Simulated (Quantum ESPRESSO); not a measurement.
# CrBr2: which magnetic order is lowest, part 2 of 2

A self-consistent run ends on one state, which hangs on the start. Several orders of CrBr2 are started in Quantum ESPRESSO and their energies compared.

Quantum ESPRESSO 7.5; LDA with U = 3.5 eV on Cr d (ortho-atomic projectors); plane waves with GBRV 1.5 LDA potentials, no spin-orbit coupling.

So far, absolute magnetization (μB): step 2 (start 1: ferro +) 4.24.

## (3) Run 2, typed as antiferro q=(0,1/2,0) +−

The cell is doubled to 6 atoms to hold this order. The wavevector q is in fractions of the reciprocal vectors of the crystal's primitive cell, as the cells of these inputs are built from it; moments change sign between cells as cos(2π q·R).

pw.in

```
&CONTROL
  calculation = 'scf'
  prefix = 'pwscf'
  outdir = './tmp'
  pseudo_dir = './pseudo'
  disk_io = 'nowf'
/
&SYSTEM
  ibrav = 0
  nat = 6
  ntyp = 3
  ecutwfc = 40
  ecutrho = 280
  nbnd = 38
  occupations = 'smearing'
  smearing = 'fd'
  degauss = 0.00367493
  nspin = 2
  starting_magnetization(1) = 0.2143
  starting_magnetization(2) = -0.2143
  starting_magnetization(3) = 0
/
&ELECTRONS
  conv_thr = 1.2d-08
  electron_maxstep = 150
  mixing_beta = 0.3
/
ATOMIC_SPECIES
Cr1    51.9961 cr_lda_v1.5.uspp.F.UPF
Cr2    51.9961 cr_lda_v1.5.uspp.F.UPF
Br     79.9040 br_lda_v1.4.uspp.F.UPF
CELL_PARAMETERS angstrom
   3.7446690000   -1.8310550000    0.0000000000
   7.4893380000    3.6621100000    0.0000000000
  -0.7268470000    0.0000000000    6.4659460000
ATOMIC_POSITIONS crystal
Cr1     0.0000000000    0.0000000000    0.0000000000
Cr2     0.0000000000    0.5000000000    0.0000000000
Br      0.6457740000    0.3228870000    0.2332280000
Br      0.6457740000    0.8228870000    0.2332280000
Br      0.3542260000    0.1771130000    0.7667720000
Br      0.3542260000    0.6771130000    0.7667720000
K_POINTS automatic
6 3 6 0 0 0
HUBBARD {ortho-atomic}
U Cr1-3d 3.5000
U Cr2-3d 3.5000
```

Run with:

```console
OMP_NUM_THREADS=1 mpirun -n 4 pw.x -nk 4 -in pw.in > pw.out
```

Log:

```text
[banner, memory and clock lines left out]
Program PWSCF v.7.5 starts

     Message from routine setup:
     using ibrav=0 with symmetry is DISCOURAGED, use correct ibrav instead

     bravais-lattice index     =            0
     lattice parameter (alat)  =       7.8771  a.u.
     unit-cell volume          =    1196.7502 (a.u.)^3
     number of atoms/cell      =            6
     number of atomic types    =            3
     number of electrons       =        56.00
     number of Kohn-Sham states=           38
     kinetic-energy cutoff     =      40.0000  Ry
     charge density cutoff     =     280.0000  Ry
     scf convergence threshold =      1.2E-08
     mixing beta               =       0.3000
     number of iterations used =            8  plain     mixing
     Exchange-correlation=  SLA  PZ   NOGX NOGC
                           (   1   1   0   0   0   0   0)
     Hubbard projectors: ortho-atomic
     Hubbard parameters of DFT+U (Dudarev formulation) in eV:
     U(Cr1-3d) =  3.5000
     U(Cr2-3d) =  3.5000

     Internal variables: lda_plus_u =T, lda_plus_u_kind = 0

     Internal variables: orbital_resolved =F, hub_pot_fix =F, apply_U = F

     celldm(1)=   7.877078  celldm(2)=   0.000000  celldm(3)=   0.000000
     celldm(4)=   0.000000  celldm(5)=   0.000000  celldm(6)=   0.000000

     crystal axes: (cart. coord. in units of alat)
               a(1) = (   0.898353  -0.439274   0.000000 )
               a(2) = (   1.796707   0.878547   0.000000 )
               a(3) = (  -0.174372   0.000000   1.551193 )

     reciprocal axes: (cart. coord. in units 2 pi/alat)
               b(1) = (  0.556574 -1.138243  0.062565 )
               b(2) = (  0.278287  0.569121  0.031283 )
               b(3) = ( -0.000000  0.000000  0.644665 )

     PseudoPot. # 1 for Cr read from file:
     cr_lda_v1.5.uspp.F.UPF
     Pseudo is Ultrasoft + core correction, Zval = 14.0

     PseudoPot. # 2 for Cr read from file:
     cr_lda_v1.5.uspp.F.UPF
     Pseudo is Ultrasoft + core correction, Zval = 14.0

     PseudoPot. # 3 for Br read from file:
     br_lda_v1.4.uspp.F.UPF
     Pseudo is Ultrasoft + core correction, Zval =  7.0

     atomic species   valence    mass     pseudopotential
     Cr1              14.00    51.99610     Cr( 1.00)
     Cr2              14.00    51.99610     Cr( 1.00)
     Br                7.00    79.90400     Br( 1.00)

     Starting magnetic structure
     atomic species   magnetization
     Cr1             0.214
     Cr2            -0.214
     Br              0.000

      2 Sym. Ops., with inversion, found

   Cartesian axes

     site n.     atom                  positions (alat units)
         1        Cr1    tau(   1) = (   0.0000000   0.0000000   0.0000000  )
         2        Cr2    tau(   2) = (   0.8983533   0.4392736   0.0000000  )
         3        Br     tau(   3) = (   1.1195980  -0.0000000   0.3617816  )
         4        Br     tau(   4) = (   2.0179513   0.4392736   0.3617816  )
         5        Br     tau(   5) = (   0.5027366   0.0000000   1.1894113  )
         6        Br     tau(   6) = (   1.4010900   0.4392736   1.1894113  )

     number of k points=    56  Fermi-Dirac smearing, width (Ry)=  0.0037
                       cart. coord. in units 2pi/alat
        k(    1) = (   0.0000000   0.0000000   0.0000000), wk =   0.0092593
        k(    2) = (   0.0000000   0.0000000   0.1074442), wk =   0.0185185
        k(    3) = (   0.0000000   0.0000000   0.2148884), wk =   0.0185185
        k(    4) = (   0.0000000   0.0000000  -0.3223326), wk =   0.0092593
        k(    5) = (   0.0927623   0.1897071   0.0104276), wk =   0.0185185
        [... 51 further k-points ...]

     Dense  grid:    94655 G-vectors     FFT dimensions: (  45,  90,  72)

     Smooth grid:    40901 G-vectors     FFT dimensions: (  32,  64,  50)

     Check: negative core charge=   -0.000002
     Generating pointlists ...
     new r_m :   0.2519 (alat units)  1.9839 (a.u.) for type    1
     new r_m :   0.2519 (alat units)  1.9839 (a.u.) for type    2
     new r_m :   0.2519 (alat units)  1.9839 (a.u.) for type    3

     Initial potential from superposition of free atoms

     starting charge      53.9999, renormalised to      56.0000

     negative rho (up, down):  1.001E-03 1.001E-03

     STARTING HUBBARD OCCUPATIONS:

     =================== HUBBARD OCCUPATIONS ===================
     ------------------------ ATOM    1 ------------------------
     Tr[ns(  1)] (up, down, total) =   3.40000  0.00000  3.40000
     Atomic magnetic moment for atom   1 =   3.40000
     [... lines left out ...]
     ------------------------ ATOM    2 ------------------------
     Tr[ns(  2)] (up, down, total) =   0.00000  3.40000  3.40000
     Atomic magnetic moment for atom   2 =  -3.40000
     [... lines left out ...]
     Number of occupied Hubbard levels =    6.8000

     Atomic wfc used for Hubbard projectors are orthogonalized

     Starting wfcs are   36 randomized atomic wfcs +    2 random wfcs

     Self-consistent Calculation

     iteration #  1     ecut=    40.00 Ry     beta= 0.30
     Davidson diagonalization with overlap
     ethr =  1.00E-02,  avg # of iterations =  4.5

     =================== HUBBARD OCCUPATIONS ===================
     ------------------------ ATOM    1 ------------------------
     Tr[ns(  1)] (up, down, total) =   4.22426  0.24831  4.47257
     Atomic magnetic moment for atom   1 =   3.97595
     [... lines left out ...]
     ------------------------ ATOM    2 ------------------------
     Tr[ns(  2)] (up, down, total) =   0.24830  4.22435  4.47265
     Atomic magnetic moment for atom   2 =  -3.97605
     [... lines left out ...]
     Number of occupied Hubbard levels =    8.9452

     Threshold (ethr) on eigenvalues was too large:
     Diagonalizing with lowered threshold

     Davidson diagonalization with overlap
     ethr =  5.59E-04,  avg # of iterations =  2.0

     negative rho (up, down):  9.275E-04 9.274E-04

     total energy              =    -537.15770108 Ry
     estimated scf accuracy    <       0.35328722 Ry

     total magnetization       =     0.00 Bohr mag/cell
     absolute magnetization    =     8.35 Bohr mag/cell

     iteration #  2     ecut=    40.00 Ry     beta= 0.30
     Davidson diagonalization with overlap
     ethr =  6.31E-04,  avg # of iterations =  2.0

     negative rho (up, down):  1.342E-03 1.342E-03

     total energy              =    -537.20645584 Ry
     estimated scf accuracy    <       0.07538210 Ry

     total magnetization       =     0.00 Bohr mag/cell
     absolute magnetization    =     8.24 Bohr mag/cell

     [... further iterations left out ...]

     iteration # 12     ecut=    40.00 Ry     beta= 0.30
     Davidson diagonalization with overlap
     ethr =  9.03E-11,  avg # of iterations =  2.0

     negative rho (up, down):  4.566E-03 4.566E-03

     total energy              =    -537.22600945 Ry
     estimated scf accuracy    <       0.00000002 Ry

     total magnetization       =     0.00 Bohr mag/cell
     absolute magnetization    =     8.40 Bohr mag/cell

     iteration # 13     ecut=    40.00 Ry     beta= 0.30
     Davidson diagonalization with overlap
     ethr =  3.17E-11,  avg # of iterations =  2.0

     negative rho (up, down):  4.566E-03 4.566E-03

     Magnetic moment per site  (integrated on atomic sphere of radius R)
     atom   1 (R=0.252)  charge= 12.0871  magn=  3.5735
     atom   2 (R=0.252)  charge= 12.0871  magn= -3.5735
     atom   3 (R=0.252)  charge=  4.8461  magn= -0.0112
     atom   4 (R=0.252)  charge=  4.8461  magn=  0.0112
     atom   5 (R=0.252)  charge=  4.8461  magn=  0.0112
     atom   6 (R=0.252)  charge=  4.8461  magn= -0.0112

     End of self-consistent calculation

     =================== HUBBARD OCCUPATIONS ===================
     ------------------------ ATOM    1 ------------------------
     Tr[ns(  1)] (up, down, total) =   4.22216  0.23536  4.45752
     Atomic magnetic moment for atom   1 =   3.98680
     [... lines left out ...]
     ------------------------ ATOM    2 ------------------------
     Tr[ns(  2)] (up, down, total) =   0.23536  4.22216  4.45752
     Atomic magnetic moment for atom   2 =  -3.98680
     [... lines left out ...]
     Number of occupied Hubbard levels =    8.9150

     Number of k-points >= 100: set verbosity='high' to print the bands.

     the Fermi energy is     4.1094 ev

!    total energy              =    -537.22600946 Ry
     estimated scf accuracy    <          2.9E-09 Ry
     smearing contrib. (-TS)   =      -0.00000000 Ry
     internal energy E=F+TS    =    -537.22600946 Ry

     The total energy is F=E-TS. E is the sum of the following terms:
     one-electron contribution =    -348.24602076 Ry
     hartree contribution      =     188.58313651 Ry
     xc contribution           =    -147.88318796 Ry
     ewald contribution        =    -229.80619960 Ry
     Hubbard energy            =       0.12626235 Ry

     total magnetization       =    -0.00 Bohr mag/cell
     absolute magnetization    =     8.40 Bohr mag/cell

     convergence has been achieved in  13 iterations
```

It took 1.9 min on 4 MPI ranks of Arm Neoverse V2, shared host; peak memory 1.2 GiB; 7.7 min of CPU time.

Spin moment in the atom's sphere by atom:

```csv
atom,spin moment in the atom's sphere (μB)
Cr1,3.57
Cr2,-3.57
Br3,-0.01
Br4,0.01
Br5,0.01
Br6,-0.01
```

Numbers from this step:

- smearing term TS: 4.51e-10 eV
- magnetization: 0 μB
- absolute magnetization: 8.403 μB
- final state: antiferromagnetic

## (4) Run 3, typed as antiferro q=(1/2,1/2,0) +−

The cell is doubled to 6 atoms to hold this order.

pw.in

```
&CONTROL
  calculation = 'scf'
  prefix = 'pwscf'
  outdir = './tmp'
  pseudo_dir = './pseudo'
  disk_io = 'nowf'
/
&SYSTEM
  ibrav = 0
  nat = 6
  ntyp = 3
  ecutwfc = 40
  ecutrho = 280
  nbnd = 38
  occupations = 'smearing'
  smearing = 'fd'
  degauss = 0.00367493
  nspin = 2
  starting_magnetization(1) = 0.2143
  starting_magnetization(2) = -0.2143
  starting_magnetization(3) = 0
/
&ELECTRONS
  conv_thr = 1.2d-08
  electron_maxstep = 150
  mixing_beta = 0.3
/
ATOMIC_SPECIES
Cr1    51.9961 cr_lda_v1.5.uspp.F.UPF
Cr2    51.9961 cr_lda_v1.5.uspp.F.UPF
Br     79.9040 br_lda_v1.4.uspp.F.UPF
CELL_PARAMETERS angstrom
   7.4893380000   -3.6621100000    0.0000000000
   7.4893380000    0.0000000000    0.0000000000
  -0.7268470000    0.0000000000    6.4659460000
ATOMIC_POSITIONS crystal
Cr1     0.0000000000    0.0000000000    0.0000000000
Cr2     0.5000000000    0.0000000000    0.0000000000
Br      0.0000000000    0.6457740000    0.2332280000
Br      0.5000000000    0.6457740000    0.2332280000
Br      0.0000000000    0.3542260000    0.7667720000
Br      0.5000000000    0.3542260000    0.7667720000
K_POINTS automatic
3 6 6 0 0 0
HUBBARD {ortho-atomic}
U Cr1-3d 3.5000
U Cr2-3d 3.5000
```

Log:

```text
     [... lines left out ...]
Program PWSCF v.7.5 starts
     [... lines left out ...]
     number of atoms/cell      =            6
     [... lines left out ...]
     number of electrons       =        56.00
     number of Kohn-Sham states=           38
     kinetic-energy cutoff     =      40.0000  Ry
     charge density cutoff     =     280.0000  Ry
     scf convergence threshold =      1.2E-08
     [... lines left out ...]
      4 Sym. Ops., with inversion, found
     [... lines left out ...]
     number of k points=    40  Fermi-Dirac smearing, width (Ry)=  0.0037
     [... lines left out ...]
     iteration # 11     ecut=    40.00 Ry     beta= 0.30
     [... lines left out ...]
     Magnetic moment per site  (integrated on atomic sphere of radius R)
     atom   1 (R=0.126)  charge= 12.0875  magn=  3.5809
     atom   2 (R=0.126)  charge= 12.0875  magn= -3.5809
     atom   3 (R=0.126)  charge=  4.8458  magn=  0.0567
     atom   4 (R=0.126)  charge=  4.8458  magn= -0.0567
     atom   5 (R=0.126)  charge=  4.8458  magn=  0.0567
     atom   6 (R=0.126)  charge=  4.8458  magn= -0.0567
     [... lines left out ...]
     Tr[ns(  1)] (up, down, total) =   4.22183  0.23377  4.45559
     [... lines left out ...]
     Tr[ns(  2)] (up, down, total) =   0.23377  4.22182  4.45559
     [... lines left out ...]
     the Fermi energy is     4.1062 ev
!    total energy              =    -537.22612631 Ry
     estimated scf accuracy    <          7.6E-09 Ry
     smearing contrib. (-TS)   =      -0.00000000 Ry
     [... lines left out ...]
     total magnetization       =     0.00 Bohr mag/cell
     absolute magnetization    =     8.45 Bohr mag/cell
     convergence has been achieved in  11 iterations
```

Wall time 1.9 min (4 MPI ranks); peak memory 1.1 GiB; 7.6 min of CPU time.

Spin moment in the atom's sphere by atom:

```csv
atom,spin moment in the atom's sphere (μB)
Cr1,3.58
Cr2,-3.58
Br3,0.06
Br4,-0.06
Br5,0.06
Br6,-0.06
```

Read from the output:

* smearing term TS: 1.82e-10 eV
* magnetization: 0 μB
* absolute magnetization: 8.452 μB
* final state: antiferromagnetic

## (5) Energies of the orders

An order is kept where moments of 0.15 μB or more survive with the typed signs; meshes match where a doubled cell samples the same k points as the first cell.

Orders:

```csv
start,final state,typed order kept,energy over the lowest (meV a seeded atom),largest site moment (μB),net moment (μB a cell of the first run),mesh matched,CPU time (s)
ferro +,ferromagnetic,yes,4.9,3.586,4,yes,130.6
"antiferro q=(0,1/2,0) +-",antiferromagnetic,yes,0.7949,3.574,0,yes,459.1
"antiferro q=(1/2,1/2,0) +-",antiferromagnetic,yes,0,3.581,0,yes,453.6
```

## (6) A Heisenberg model

E = −Σ J e·e over ordered pairs of unit vectors, so each pair counts twice. As many shells are taken as there are differences of energy, so the couplings are solved for and no residual tests the model; further shells are folded in, and shells whose pairs keep their relative signs in all orders cancel and are not probed. Couplings from the energies:

```csv
pair,distance (Å),neighbours an atom,J (meV)
Cr-Cr,3.662,2,-0.4138
Cr-Cr,4.168,4,-0.6125
```

## (7) Occupations of the corrected shells in the lowest state

Occupations of the Hubbard shells:

```csv
block,type,shell,spin,electrons,occupation numbers
1,Cr1,3d,up,4.222,0.292 0.974 0.985 0.985 0.986
1,Cr1,3d,down,0.2338,0.017 0.019 0.025 0.039 0.134
2,Cr2,3d,up,0.2338,0.017 0.019 0.025 0.039 0.134
2,Cr2,3d,down,4.222,0.292 0.974 0.985 0.985 0.986
```

## (8) Outcome

```json
{
 "lowest state found": "antiferromagnetic (from antiferro q=(1/2,1/2,0) +-)",
 "largest site moment": "3.58 μB",
 "next state with moments": "antiferromagnetic, 0.795 meV a seeded atom higher",
 "J of the weightiest shell (Cr-Cr, 4.17 Å; E = −Σ J e·e, ordered pairs)": "-0.613 meV"
}
```

**Reading.** The two lowest states lie so close that the mesh, the smearing, the functional or spin–orbit coupling could swap them. The largest moment changes by 0.36 % between the kept orders, as for well localised moments. Only these 3 starts were compared; other wavevectors, canted and longer-period orders were not.

[Logs and program files are shortened in this print: banners, set-up blocks, solver, clock and traceback lines can be left out without a mark of their own.]

[Logs are printed without paths, hosts, clocks, repeated set-up lines and the standing remarks that a program may print on its own settings, such as how far it seeks lower states.]

[Hosts, paths, dates, database ids (printed as entryN), source tags and the programs' standing remarks are cut or masked in the printed files.]

[Where a cell is said to come from a database of computed structures, the database is the Materials Project.]
